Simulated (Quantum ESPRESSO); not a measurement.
# TaRu: which magnetic order is lowest

Does TaRu prefer parallel or opposed moments, or none?

Calculated with Quantum ESPRESSO 7.5; LDA; plane waves with GBRV 1.5 LDA potentials, no spin-orbit coupling.

Most raw output is cut from this account.

**1. The structure**

Symmetry: Pm-3m, No. 221, cubic system. The conventional cell has a = 3.187 Å, b = 3.187 Å, c = 3.187 Å, α = 90.00°, β = 90.00°, γ = 90.00°. Nearest to Ta lie 8 Ru at 2.76 Å. Nearest to Ru lie 8 Ta at 2.76 Å. Farther neighbours are not listed.

The cell comes from the Crystallography Open Database.

**2. Run 1 (ferro +)**

The signs are those of the starting moments on the seeded atoms, the atoms that are given a moment.

ASE passes magmoms on as starting_magnetization. pw.x reads values of 1 or more as Bohr magnetons; where all are smaller, it reads them as fractions of the valence charge.

pw.py reads:

```python
from ase import Atoms
from ase.calculators.espresso import Espresso, EspressoProfile

atoms = Atoms(['Ta', 'Ru'],
    cell=[[3.187, 0.0, 0.0],
         [0.0, 3.187, 0.0],
         [0.0, 0.0, 3.187]],
    scaled_positions=[[0.5, 0.5, 0.5],
         [0.0, 0.0, 0.0]],
    pbc=True,
    magmoms=[0.0, 1.5])
input_data = {
    'control': {'calculation': 'scf', 'prefix': 'pwscf', 'outdir': './tmp', 'disk_io': 'nowf', 'tprnfor': True, 'tstress': True},
    'system': {'ecutwfc': 40.0, 'ecutrho': 280.0, 'nbnd': 22, 'occupations': 'smearing', 'smearing': 'fd', 'degauss': 0.00734986, 'nspin': 2},
    'electrons': {'conv_thr': 4e-09, 'electron_maxstep': 150, 'mixing_beta': 0.3},
}
atoms.calc = Espresso(
    profile=EspressoProfile(command='mpirun -n 2 pw.x -nk 2', pseudo_dir='pseudo'),
    pseudopotentials={'Ta': 'ta_lda_v1.uspp.F.UPF', 'Ru': 'ru_lda_v1.2.uspp.F.UPF'},
    input_data=input_data,
    kpts=(8, 8, 8),
    koffset=(0, 0, 0))
atoms.get_potential_energy()
energy = atoms.calc.results['free_energy']
print(f'free energy: {energy:.6f} eV')
print('site moments (muB):', atoms.get_magnetic_moments().round(3))
```

espresso.pwi reads:

```
&CONTROL
   calculation      = 'scf'
   tstress          = .true.
   tprnfor          = .true.
   outdir           = './tmp'
   prefix           = 'pwscf'
   disk_io          = 'nowf'
   pseudo_dir       = 'pseudo'
/
&SYSTEM
   nbnd             = 22
   ecutwfc          = 40.0
   ecutrho          = 280.0
   occupations      = 'smearing'
   degauss          = 0.00734986
   smearing         = 'fd'
   nspin            = 2
   starting_magnetization(1) = 0.0
   starting_magnetization(2) = 1.5
   ntyp             = 2
   nat              = 2
   ibrav            = 0
/
&ELECTRONS
   electron_maxstep = 150
   conv_thr         = 4e-09
   mixing_beta      = 0.3
/
&IONS
/
&CELL
/
&FCP
/
&RISM
/
ATOMIC_SPECIES
Ta  180.94788 ta_lda_v1.uspp.F.UPF
Ru  101.07 ru_lda_v1.2.uspp.F.UPF

K_POINTS automatic
8 8 8  0 0 0

CELL_PARAMETERS angstrom
3.18700000000000 0.00000000000000 0.00000000000000
0.00000000000000 3.18700000000000 0.00000000000000
0.00000000000000 0.00000000000000 3.18700000000000

ATOMIC_POSITIONS angstrom
Ta  1.5935000000 1.5935000000 1.5935000000  
Ru  0.0000000000 0.0000000000 0.0000000000
```

Launch:

```
$ OMP_NUM_THREADS=1 python3 pw.py > pw.log
```

The job ended after 13 s (2 MPI ranks of Arm Neoverse V2, shared host; peak memory 0.28 GiB; 26 s of CPU time).

The spin moment in the atom's sphere vanishes on all atoms.

This step gave:

```yaml
smearing_term_ts: 0.09410 eV
pressure: -16.81 GPa
magnetization: 0 μB
absolute_magnetization: 0 μB
final_state: non-magnetic
```

**3. Start 2: antiferro q=(0,0,1/2) +−**

The cell is doubled to 4 atoms to hold this order. The wavevector q is in fractions of the reciprocal vectors of the crystal's primitive cell, as the cells of these inputs are built from it; moments change sign between cells as cos(2π q·R).

pw.py reads:

```python
from ase import Atoms
from ase.calculators.espresso import Espresso, EspressoProfile

atoms = Atoms(['Ta', 'Ta', 'Ru', 'Ru'],
    cell=[[3.187, 0.0, 0.0],
         [0.0, 3.187, 0.0],
         [0.0, 0.0, 6.374]],
    scaled_positions=[[0.5, 0.5, 0.25],
         [0.5, 0.5, 0.75],
         [0.0, 0.0, 0.0],
         [0.0, 0.0, 0.5]],
    pbc=True,
    magmoms=[0.0, 0.0, 1.5, -1.5])
input_data = {
    'control': {'calculation': 'scf', 'prefix': 'pwscf', 'outdir': './tmp', 'disk_io': 'nowf', 'tprnfor': True, 'tstress': True},
    'system': {'ecutwfc': 40.0, 'ecutrho': 280.0, 'nbnd': 38, 'occupations': 'smearing', 'smearing': 'fd', 'degauss': 0.00734986, 'nspin': 2},
    'electrons': {'conv_thr': 8e-09, 'electron_maxstep': 150, 'mixing_beta': 0.3},
}
atoms.calc = Espresso(
    profile=EspressoProfile(command='mpirun -n 2 pw.x -nk 2', pseudo_dir='pseudo'),
    pseudopotentials={'Ta': 'ta_lda_v1.uspp.F.UPF', 'Ru': 'ru_lda_v1.2.uspp.F.UPF'},
    input_data=input_data,
    kpts=(8, 8, 4),
    koffset=(0, 0, 0))
atoms.get_potential_energy()
energy = atoms.calc.results['free_energy']
print(f'free energy: {energy:.6f} eV')
print('site moments (muB):', atoms.get_magnetic_moments().round(3))
```

Launch:

```
$ OMP_NUM_THREADS=1 python3 pw.py > pw.log
```

The job ended after 66 s (2 MPI ranks; peak memory 0.52 GiB; 2.2 min of CPU time).

Spin moment in the atom's sphere by atom:

| atom | spin moment in the atom's sphere (μB) |
| --- | --- |
| Ta1 | 0.0000 |
| Ta2 | 0.0000 |
| Ru3 | 0.0000 |
| Ru4 | 0.0001 |

Numbers from this step:

* smearing term TS: 0.1882 eV
* pressure: -16.80 GPa
* magnetization: 0 μB
* absolute magnetization: 0 μB
* final state: non-magnetic

**4. Start 3: antiferro q=(0,1/2,1/2) +−**

The cell is doubled to 4 atoms to hold this order.

pw.py, as its differences from that of step 3:

```diff
@@ -5,8 +5,8 @@
     cell=[[3.187, 0.0, 0.0],
-         [0.0, 3.187, 0.0],
-         [0.0, 0.0, 6.374]],
-    scaled_positions=[[0.5, 0.5, 0.25],
-         [0.5, 0.5, 0.75],
+         [0.0, 6.374, 0.0],
+         [0.0, 3.187, 3.187]],
+    scaled_positions=[[0.5, 0.0, 0.5],
+         [0.5, 0.5, 0.5],
          [0.0, 0.0, 0.0],
-         [0.0, 0.0, 0.5]],
+         [0.0, 0.5, 0.0]],
     pbc=True,
@@ -22,3 +22,3 @@
     input_data=input_data,
-    kpts=(8, 8, 4),
+    kpts=(8, 4, 8),
     koffset=(0, 0, 0))
```

Launch:

```
$ OMP_NUM_THREADS=1 python3 pw.py > pw.log
```

Run time: 81 s. Hardware: 2 MPI ranks; peak memory 0.49 GiB.

The spin moment in the atom's sphere vanishes on all atoms.

This step gave:

```yaml
smearing_term_ts: 0.1882 eV
pressure: -16.81 GPa
magnetization: 0 μB
absolute_magnetization: 0 μB
final_state: non-magnetic
```

**5. Start 4: antiferro q=(1/2,1/2,1/2) +−**

This order needs a doubled cell of 4 atoms.

pw.py, as its differences from that of step 4:

```diff
@@ -4,9 +4,9 @@
 atoms = Atoms(['Ta', 'Ta', 'Ru', 'Ru'],
-    cell=[[3.187, 0.0, 0.0],
-         [0.0, 6.374, 0.0],
-         [0.0, 3.187, 3.187]],
-    scaled_positions=[[0.5, 0.0, 0.5],
-         [0.5, 0.5, 0.5],
+    cell=[[6.374, 0.0, 0.0],
+         [3.187, 3.187, 0.0],
+         [3.187, 0.0, 3.187]],
+    scaled_positions=[[0.75, 0.5, 0.5],
+         [0.25, 0.5, 0.5],
          [0.0, 0.0, 0.0],
-         [0.0, 0.5, 0.0]],
+         [0.5, 0.0, 0.0]],
     pbc=True,
@@ -22,3 +22,3 @@
     input_data=input_data,
-    kpts=(8, 4, 8),
+    kpts=(4, 8, 8),
     koffset=(0, 0, 0))
```

Launch:

```
$ OMP_NUM_THREADS=1 python3 pw.py > pw.log
```

Run time: 49 s. Hardware: 2 MPI ranks; peak memory 0.47 GiB.

This step gave:

```
smearing term TS       : 0.1882 eV
pressure               : -16.81 GPa
magnetization          : 0 μB
absolute magnetization : 0 μB
final state            : non-magnetic
largest moment         : 0 μB
```

**6. Start 5: no spin polarisation**

pw.py reads:

```python
from ase import Atoms
from ase.calculators.espresso import Espresso, EspressoProfile

atoms = Atoms(['Ta', 'Ru'],
    cell=[[3.187, 0.0, 0.0],
         [0.0, 3.187, 0.0],
         [0.0, 0.0, 3.187]],
    scaled_positions=[[0.5, 0.5, 0.5],
         [0.0, 0.0, 0.0]],
    pbc=True)
input_data = {
    'control': {'calculation': 'scf', 'prefix': 'pwscf', 'outdir': './tmp', 'disk_io': 'nowf', 'tprnfor': True, 'tstress': True},
    'system': {'ecutwfc': 40.0, 'ecutrho': 280.0, 'nbnd': 21, 'occupations': 'smearing', 'smearing': 'fd', 'degauss': 0.00734986},
    'electrons': {'conv_thr': 4e-09, 'electron_maxstep': 150, 'mixing_beta': 0.3},
}
atoms.calc = Espresso(
    profile=EspressoProfile(command='mpirun -n 2 pw.x -nk 2', pseudo_dir='pseudo'),
    pseudopotentials={'Ta': 'ta_lda_v1.uspp.F.UPF', 'Ru': 'ru_lda_v1.2.uspp.F.UPF'},
    input_data=input_data,
    kpts=(8, 8, 8),
    koffset=(0, 0, 0))
atoms.get_potential_energy()
energy = atoms.calc.results['free_energy']
print(f'free energy: {energy:.6f} eV')
```

Launch:

```
$ OMP_NUM_THREADS=1 python3 pw.py > pw.log
```

It took 7.6 s on 2 MPI ranks; peak memory 0.26 GiB; 15 s of CPU time.

Numbers from this step:

```
smearing term TS : 0.09410 eV
pressure         : -16.79 GPa
final state      : non-magnetic (no spin polarisation)
```

**7. Energies of the orders**

An order is kept where moments of 0.15 μB or more survive with the typed signs; meshes match where a doubled cell samples the same k points as the first cell.

Orders:

| start | final state | typed order kept | energy over the lowest (meV a seeded atom) | largest site moment (μB) | net moment (μB a cell of the first run) | mesh matched | CPU time (s) |
| --- | --- | --- | --- | --- | --- | --- | --- |
| ferro + | non-magnetic | no | 0 | 0 | 0 | yes | 26.31 |
| antiferro q=(0,0,1/2) +- | non-magnetic | no | 0 | 0 | 0 | yes | 130.8 |
| antiferro q=(0,1/2,1/2) +- | non-magnetic | no | 0.01755 | 0 | 0 | yes | 160.6 |
| antiferro q=(1/2,1/2,1/2) +- | non-magnetic | no | 0.01895 | 0 | 0 | yes | 97.68 |
| no spin polarisation | non-magnetic | - | 0 | 0 | 0 | yes | 14.62 |

**8. Results**

```yaml
lowest_state_found: non-magnetic (from ferro +, antiferro q=(0,0,1/2) +-, antiferro q=(0,1/2,1/2) +-, antiferro q=(1/2,1/2,1/2) +- and no spin polarisation)
largest_site_moment: 0 μB
```

In words: The lowest state carries no moment, and no start kept one. Only these 5 starts were compared; other wavevectors, canted and longer-period orders were not. Energies are free energies at an electronic temperature of 1160 K, which lowers moments and differences where the moments are itinerant.

[Logs and program files are shortened in this print: banners, set-up blocks, solver, clock and traceback lines can be left out without a mark of their own.]

[Logs are printed without paths, hosts, clocks, repeated set-up lines and the standing remarks that a program may print on its own settings, such as how far it seeks lower states.]

[Hosts, paths, dates, database ids (printed as entryN), source tags and the programs' standing remarks are cut or masked in the printed files.]

[Where a cell is said to come from a database of computed structures, the database is the Materials Project.]
